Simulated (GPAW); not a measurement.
## KSrCl3 (model structure): optical spectrum from first principles

Aim: the dielectric function of KSrCl3 (model structure), and the optical constants that follow from it. The cell was made here by substitution or stacking, whether or not such a phase is known. It was built so: All Ca replaced by Sr and F replaced by Cl in the Pm-3m structure of KCaF3. The cell given below was relaxed beforehand with Ansatz.

Program: GPAW 26.7.0. Level of theory: DFT, RPBE, plane-wave PAW (GPAW data sets), scalar-relativistic, RPA, optical limit. Results are calculated unless marked as measured.

**1. The starting structure**

The structure is cubic, space group Pm-3m (No. 221). Conventional cell: a = 5.787 Å, b = 5.787 Å, c = 5.787 Å, α = 90.00°, β = 90.00°, γ = 90.00°. Sr has 6 Cl at 2.89 Å nearest. Nearest to K lie 12 Cl at 4.09 Å. Cl has 2 Sr at 2.89 Å nearest. All Ca replaced by Sr and F replaced by Cl in the Pm-3m structure of KCaF3. Farther neighbours and most contacts between anions are not listed.

**2. Ground state**

The self-consistent density comes first; it also tells whether there is a gap, which decides the occupations and the need for a Drude term.

This step: DFT, RPBE, plane-wave PAW (GPAW data sets), scalar-relativistic, ground state (GPAW 26.7.0).

Contents of gs.py:

```python
from ase import Atoms
from ase.dft.bandgap import bandgap
from gpaw import GPAW, PW, FermiDirac

atoms = Atoms(['Sr', 'K', 'Cl', 'Cl', 'Cl'],
              cell=[[5.78671591, 0.00000000, 0.00000000],
                    [0.00000000, 5.78671591, 0.00000000],
                    [0.00000000, 0.00000000, 5.78671591]],
              scaled_positions=[[1.00000000, 0.00000000, 0.00000000],
                                [0.50000000, 0.50000000, 0.50000000],
                                [0.50000000, 0.00000000, 0.00000000],
                                [1.00000000, 0.00000000, 0.50000000],
                                [1.00000000, 0.50000000, 0.00000000]],
              pbc=[True, True, True])
atoms.calc = GPAW(mode=PW(500), xc='RPBE', kpts={'size': (4, 4, 4), 'gamma': True},
                  occupations=FermiDirac(0.05), maxiter=150, txt='gs.txt')
print('energy (eV)', atoms.get_potential_energy())
print('Fermi level (eV)', atoms.calc.get_fermi_level())
print('valence electrons', atoms.calc.get_number_of_electrons())
print('gap (eV)', bandgap(atoms.calc, output=None)[0])
print('direct gap (eV)', bandgap(atoms.calc, direct=True, output=None)[0])
atoms.calc.write('gs.gpw')
```

Started as:

```sh
$ OMP_NUM_THREADS=1 python gs.py
```

Numbers of over 12 decimals in the logs are rounded to 6 here.

The program printed:

```text
__  _  _
 | _ |_)|_||  |
 |__||  | ||/\| - 26.7.0

Versions:
  Python: 3.12.14
  ASE:    3.29.0
  Numpy:  2.5.5
  Scipy:  1.18.1
  Libxc:  7.0.0

Input parameters:
  mode=PW(ecut=500.0),
  kpts=MonkhorstPack(size=(4, 4, 4), gamma=True),
  maxiter=150,
  occupations=Occupations(name='fermi-dirac', width=0.05, fixmagmom=False),
  xc=XC(name='RPBE')

Diagonalizing LCAO Hamiltonian
Converting LCAO to pw mode
     .-------------.
    /|             |
   / |             |
  /  |             |
 *   |             |
 |   |             |
 |   |    K        |
 |   .-------------.
 Cl /             /
 | Cl            /
 |/             /
 Sr-----Cl-----*

Atoms  # Å, Bohr magnetons
|   | symbol |        x |        y |        z |    initial magnetic moments |
| 0 |     Sr | 5.786716 | 0.000000 | 0.000000 | ( 0.0000,  0.0000,  0.0000) |
| 1 |      K | 2.893358 | 2.893358 | 2.893358 | ( 0.0000,  0.0000,  0.0000) |
| 2 |     Cl | 2.893358 | 0.000000 | 0.000000 | ( 0.0000,  0.0000,  0.0000) |
| 3 |     Cl | 5.786716 | 0.000000 | 2.893358 | ( 0.0000,  0.0000,  0.0000) |
| 4 |     Cl | 5.786716 | 2.893358 | 0.000000 | ( 0.0000,  0.0000,  0.0000) |

Unit cell  # Å
| periodic |        x |        y |        z |  lengths |    angles |
|      yes | 5.786716 | 0.000000 | 0.000000 | 5.786716 | 90.000000 |
|      yes | 0.000000 | 5.786716 | 0.000000 | 5.786716 | 90.000000 |
|      yes | 0.000000 | 0.000000 | 5.786716 | 5.786716 | 90.000000 |

Number of symmetries: 48
Symmetry operations  # r_c * U_cc + t_c -> r_c
|    | kind |            matrix            |
|  0 |  E   |  1, 0, 0,  0, 1, 0,  0, 0, 1 |
|  1 |  σ   |  1, 0, 0,  0, 1, 0,  0, 0,-1 |
|  2 |  σ   |  1, 0, 0,  0, 0, 1,  0, 1, 0 |
|  3 |  C4  |  1, 0, 0,  0, 0, 1,  0,-1, 0 |
|  4 |  C4  |  1, 0, 0,  0, 0,-1,  0, 1, 0 |
|  5 |  σ   |  1, 0, 0,  0, 0,-1,  0,-1, 0 |
|  6 |  σ   |  1, 0, 0,  0,-1, 0,  0, 0, 1 |
|  7 |  C2  |  1, 0, 0,  0,-1, 0,  0, 0,-1 |
|  8 |  σ   |  0, 1, 0,  1, 0, 0,  0, 0, 1 |
|  9 |  C2  |  0, 1, 0,  1, 0, 0,  0, 0,-1 |
| 10 |  C3  |  0, 1, 0,  0, 0, 1,  1, 0, 0 |
| 11 |  S6  |  0, 1, 0,  0, 0, 1, -1, 0, 0 |
| 12 |  S6  |  0, 1, 0,  0, 0,-1,  1, 0, 0 |
| 13 |  C3  |  0, 1, 0,  0, 0,-1, -1, 0, 0 |
| 14 |  C4  |  0, 1, 0, -1, 0, 0,  0, 0, 1 |
| 15 |  S4  |  0, 1, 0, -1, 0, 0,  0, 0,-1 |
| 16 |  C3  |  0, 0, 1,  1, 0, 0,  0, 1, 0 |
| 17 |  S6  |  0, 0, 1,  1, 0, 0,  0,-1, 0 |
| 18 |  σ   |  0, 0, 1,  0, 1, 0,  1, 0, 0 |
| 19 |  C4  |  0, 0, 1,  0, 1, 0, -1, 0, 0 |
| 20 |  C2  |  0, 0, 1,  0,-1, 0,  1, 0, 0 |
| 21 |  S4  |  0, 0, 1,  0,-1, 0, -1, 0, 0 |
| 22 |  S6  |  0, 0, 1, -1, 0, 0,  0, 1, 0 |
| 23 |  C3  |  0, 0, 1, -1, 0, 0,  0,-1, 0 |
| 24 |  S6  |  0, 0,-1,  1, 0, 0,  0, 1, 0 |
| 25 |  C3  |  0, 0,-1,  1, 0, 0,  0,-1, 0 |
| 26 |  C4  |  0, 0,-1,  0, 1, 0,  1, 0, 0 |
| 27 |  σ   |  0, 0,-1,  0, 1, 0, -1, 0, 0 |
| 28 |  S4  |  0, 0,-1,  0,-1, 0,  1, 0, 0 |
| 29 |  C2  |  0, 0,-1,  0,-1, 0, -1, 0, 0 |
| 30 |  C3  |  0, 0,-1, -1, 0, 0,  0, 1, 0 |
| 31 |  S6  |  0, 0,-1, -1, 0, 0,  0,-1, 0 |
| 32 |  C4  |  0,-1, 0,  1, 0, 0,  0, 0, 1 |
| 33 |  S4  |  0,-1, 0,  1, 0, 0,  0, 0,-1 |
| 34 |  S6  |  0,-1, 0,  0, 0, 1,  1, 0, 0 |
| 35 |  C3  |  0,-1, 0,  0, 0, 1, -1, 0, 0 |
| 36 |  C3  |  0,-1, 0,  0, 0,-1,  1, 0, 0 |
| 37 |  S6  |  0,-1, 0,  0, 0,-1, -1, 0, 0 |
| 38 |  σ   |  0,-1, 0, -1, 0, 0,  0, 0, 1 |
| 39 |  C2  |  0,-1, 0, -1, 0, 0,  0, 0,-1 |
| 40 |  σ   | -1, 0, 0,  0, 1, 0,  0, 0, 1 |
| 41 |  C2  | -1, 0, 0,  0, 1, 0,  0, 0,-1 |
| 42 |  C2  | -1, 0, 0,  0, 0, 1,  0, 1, 0 |
| 43 |  S4  | -1, 0, 0,  0, 0, 1,  0,-1, 0 |
| 44 |  S4  | -1, 0, 0,  0, 0,-1,  0, 1, 0 |
| 45 |  C2  | -1, 0, 0,  0, 0,-1,  0,-1, 0 |
| 46 |  C2  | -1, 0, 0,  0,-1, 0,  0, 0, 1 |
| 47 |  i   | -1, 0, 0,  0,-1, 0,  0, 0,-1 |

BZ-sampling:
  Number of BZ points: 64
  Number of IBZ points: 10

  Monkhorst-Pack size: [4, 4, 4]
  Monkhorst-Pack shift: [0.125, 0.125, 0.125]

K-points  # in reciprocal-cell coordinates
|   |                                coordinates |     weight |
| 0 | (  0.00000000,   0.00000000,   0.00000000) | 0.01562500 |
| 1 | (  0.25000000,   0.00000000,   0.00000000) | 0.09375000 |
| 2 | (  0.25000000,   0.25000000,   0.00000000) | 0.18750000 |
| 3 | (  0.25000000,   0.25000000,   0.25000000) | 0.12500000 |
| 4 | (  0.50000000,   0.00000000,   0.00000000) | 0.04687500 |
| 5 | (  0.50000000,   0.25000000,   0.00000000) | 0.18750000 |
| 6 | (  0.50000000,   0.25000000,   0.25000000) | 0.18750000 |
| 7 | (  0.50000000,   0.50000000,   0.00000000) | 0.04687500 |
| 8 | (  0.50000000,   0.50000000,   0.25000000) | 0.09375000 |
| 9 | (  0.50000000,   0.50000000,   0.50000000) | 0.01562500 |

Plane wave coefficients: 4956
Cutoff: 500.0 eV

Spin-components: 1 (collinear spins)
Bands:           22
Projectors:      25
Spin-degeneracy: 2
Datatype:        complex128

Parallelization:
  kpt:    1
  domain: 1
  band:   1

Density:
  Valence electrons: 40.0
  Components: 1
  Grid points: [30 30 30]
  Charge: 0.0  # |e|

Potential:
  Grid points: [30 30 30]

species:
  Sr:
    name:    Strontium
    id:
    Z:       38.0
    valence: 10
    core:    28
    charge:  0.0  # [|e|]
    compensation charges:
      type: gauss
      rc: 0.40  # [Å]
      lmax: 2
    cutoffs:
      filter: 2.39  # [Å]
      core: 1.85  # [Å]
    projectors
    | kind |    occ | energy [eV] | rcut [Å] |
    |   4s |  2.000 |     -40.924 |    1.291 |
    |   5s |  2.000 |      -3.484 |    1.291 |
    |   4p |  6.000 |     -22.868 |    1.291 |
    |    p |        |       4.343 |    1.291 |
    |    d |        |       0.000 |    1.254 |

    Using partial waves for Sr as LCAO basis

  K:
    name:    Potassium
    id:
    Z:       19.0
    valence: 9
    core:    10
    charge:  0.0  # [|e|]
    compensation charges:
      type: gauss
      rc: 0.35  # [Å]
      lmax: 2
    cutoffs:
      filter: 1.91  # [Å]
      core: 1.27  # [Å]
    projectors
    | kind |    occ | energy [eV] | rcut [Å] |
    |   3s |  2.000 |     -35.407 |    1.122 |
    |   4s |  1.000 |      -2.277 |    1.122 |
    |   3p |  6.000 |     -18.838 |    1.106 |
    |    p |        |       8.374 |    1.106 |
    |    d |        |       0.000 |    0.937 |

    Using partial waves for K as LCAO basis

  Cl:
    name:    Chlorine
    id:
    Z:       17.0
    valence: 7
    core:    10
    charge:  0.0  # [|e|]
    compensation charges:
      type: gauss
      rc: 0.25  # [Å]
      lmax: 2
    cutoffs:
      filter: 1.40  # [Å]
      core: 1.49  # [Å]
    projectors
    | kind |    occ | energy [eV] | rcut [Å] |
    |   3s |  2.000 |     -20.687 |    0.794 |
    |   3p |  5.000 |      -8.572 |    0.794 |
    |    s |        |       6.524 |    0.794 |
    |    p |        |      18.639 |    0.794 |
    |    d |        |       0.000 |    0.794 |

    Using partial waves for Cl as LCAO basis

Reference energy: -140567.183699  # eV

eigensolver:
  PPCG
  Converge bands: occupied
  niter=2

density mixing:
  MSR1-Mixer
  Pratt-step length: 0.05
  Maximum mixing coefficient: 0.75
  Old densities: 10
  SVD Regularization: 0.005
  Good broyden scale: 1.0
  Trust region scale: 1.0
  Backstep threshold: 4.0
  History deletion threshold: 6.0
  Fourier metric: weight=20.0, sigma=0.015

occupation numbers:
  Fermi-Dirac:
    width: 0.0500  # eV

poisson solver:
  ecut: 4000.0  # eV

xc functional:
  name: RPBE with 2 nearest neighbor stencil

convergence criteria:
- Maximum [total energy] change in last 3 cyles: 0.0005 eV / valence electron
- Maximum integral of absolute [dens]ity change: 0.0001 electrons / valence electron
- Maximum integral of absolute [eigenst]ate change: 4e-08 eV^2 / valence electron
maximum number of iterations: 150

SCF iterations
|iter     |      energy | eigst |  dens |
|iter:   1||  -19.107708 | -0.39 |       |
|iter:   2||  -18.992747 | -2.34 | -1.19 |
|iter:   3||  -18.526192 | -1.34 | -1.22 |
|iter:   4||  -18.545372 | -2.74 | -1.66 |
|iter:   5||  -18.553023 | -3.52 | -2.09 |
|iter:   6||  -18.553586c| -4.72 | -2.84 |
|iter:   7||  -18.553665c| -5.70 | -3.37 |
|iter:   8||  -18.553671c| -6.59 | -3.95 |
|iter:   9||  -18.553671c| -7.90c| -4.63c|

Converged in 9 steps
SCF loop duration: 13.098 s (1.455 s/step)
Energy contributions relative to reference atoms: (reference = -140567.183699)

Energy contributions:
  Kinetic:          14.760745
  Coulomb:         -13.607730
  Zero:             -0.895743
  External:          0.000000
  Xc:              -18.810943
  Entropy:          -0.000000
  Spinorbit:         0.000000
  ----------------------------
  Free energy:     -18.553671
  Extrapolated:    -18.553671

dipole moment: (-66.106286, -66.106286, -66.106286)  # |e|*Ang

Fermi level: 0.906
Eigenvalues  # (at kpt = [0.000, 0.000, 0.000])
| band index |      eig [eV] | occ [0-2] |
|          0 |       -33.150 |     2.000 |
|        ... |               |           |
|         12 |        -1.691 |     2.000 |
|         13 |        -1.691 |     2.000 |
|         14 |        -1.047 |     2.000 |
|         15 |        -1.047 |     2.000 |
|         16 |        -1.047 |     2.000 |
|         17 |        -0.932 |     2.000 |
|         18 |        -0.932 |     2.000 |
|         19 |        -0.932 |     2.000 |
|         20 |         3.863 |     0.000 |
|         21 |         7.420 |     0.000 |

Gap: 4.564 eV
Transition (v -> c):
  (s=0, k=9, n=19, [0.50, 0.50, 0.50]) -> (s=0, k=0, n=20, [0.00, 0.00, 0.00])
Direct/indirect transitions are different
Direct gap: 4.794 eV
Transition at: (s=0, k=0, n=19, [0.00, 0.00, 0.00])

--- standard output ---
energy (eV) -18.553671
Fermi level (eV) 0.906183
valence electrons 40.0
gap (eV) 4.564279
direct gap (eV) 4.794487
```

It took 15 s on 1 thread of Arm Neoverse V2, shared host; peak memory 0.2 GiB.

This step gave:

| Property | Result |
| --- | --- |
| energy | -18.55 eV |
| Fermi energy | 0.9062 eV |
| gap on the k-mesh | 4.564 eV |
| direct gap on the mesh | 4.794 eV |
| electrons | 40 |

There is a gap, 4.56 eV on this mesh (points off the mesh can give less), so no carriers' term is needed.

**3. Bands for the response**

At the fixed density, many empty bands are solved on the mesh of the response, since the spectrum sums over them.

This step: DFT, RPBE, plane-wave PAW (GPAW data sets), scalar-relativistic, bands at fixed density (GPAW 26.7.0).

Contents of nscf.py:

```python
from ase.dft.bandgap import bandgap
from gpaw import GPAW, FermiDirac

calc = GPAW('gs.gpw').fixed_density(kpts={'size': (6, 6, 6), 'gamma': True}, nbands=55, convergence={'bands': 49},
                                    occupations=FermiDirac(0.001), txt='nscf.txt')
print('gap (eV)', bandgap(calc, output=None)[0])
print('direct gap (eV)', bandgap(calc, direct=True, output=None)[0])
calc.write('full.gpw', mode='all')
```

Started as:

```sh
$ OMP_NUM_THREADS=1 python nscf.py
```

The program printed:

```text
Diagonalizing LCAO Hamiltonian
Converting LCAO to pw mode
convergence criteria:
- Maximum integral of absolute [eigenst]ate change: 4e-08 eV^2 / valence electron
maximum number of iterations: 150

SCF iterations
|iter     |      energy | eigst |  dens |
|iter:   1||             | +3.28 |       |
|iter:   2||             | +1.94 |       |
|iter:   3||             | +1.11 |       |
|iter:   4||             | +0.17 |       |
|iter:   5||             | -0.72 |       |
|iter:   6||             | -1.45 |       |
|iter:   7||             | -2.11 |       |
|iter:   8||             | -2.73 |       |
|iter:   9||             | -3.35 |       |
|iter:  10||             | -3.94 |       |
|iter:  11||             | -4.51 |       |
|iter:  12||             | -5.08 |       |
|iter:  13||             | -5.63 |       |
|iter:  14||             | -6.19 |       |
|iter:  15||             | -6.73 |       |
|iter:  16||             | -7.12 |       |
|iter:  17||             | -7.51c|       |
SCF steps: 17
  __  _  _
 | _ |_)|_||  |
 |__||  | ||/\| - 26.7.0

Versions:
  Python: 3.12.14
  ASE:    3.29.0
  Numpy:  2.5.5
  Scipy:  1.18.1
  Libxc:  7.0.0

Input parameters:
  mode=PW(ecut=500.0),
  convergence={'bands': 49},
  gpts=array([30, 30, 30]),
  kpts=MonkhorstPack(size=(6, 6, 6), gamma=True),
  maxiter=150,
  nbands=55,
  occupations=Occupations(name='fermi-dirac', width=0.001, fixmagmom=False),
  parallel={},
  xc=XC(name='RPBE')

--- standard output ---
gap (eV) 4.564279
direct gap (eV) 4.794487
```

Run time: 1.9 min. Hardware: 1 thread; peak memory 0.3 GiB.

[end of part 1 of 2]

[Machine, clock and banner lines and Python warnings are left out of the logs.]

[Logs are printed without paths, hosts, clocks, repeated set-up lines and the standing remarks that a program may print on its own settings, such as how far it seeks lower states.]

[Hosts, paths, dates, database ids (printed as entryN), source tags and the programs' standing remarks are cut or masked in the printed files.]
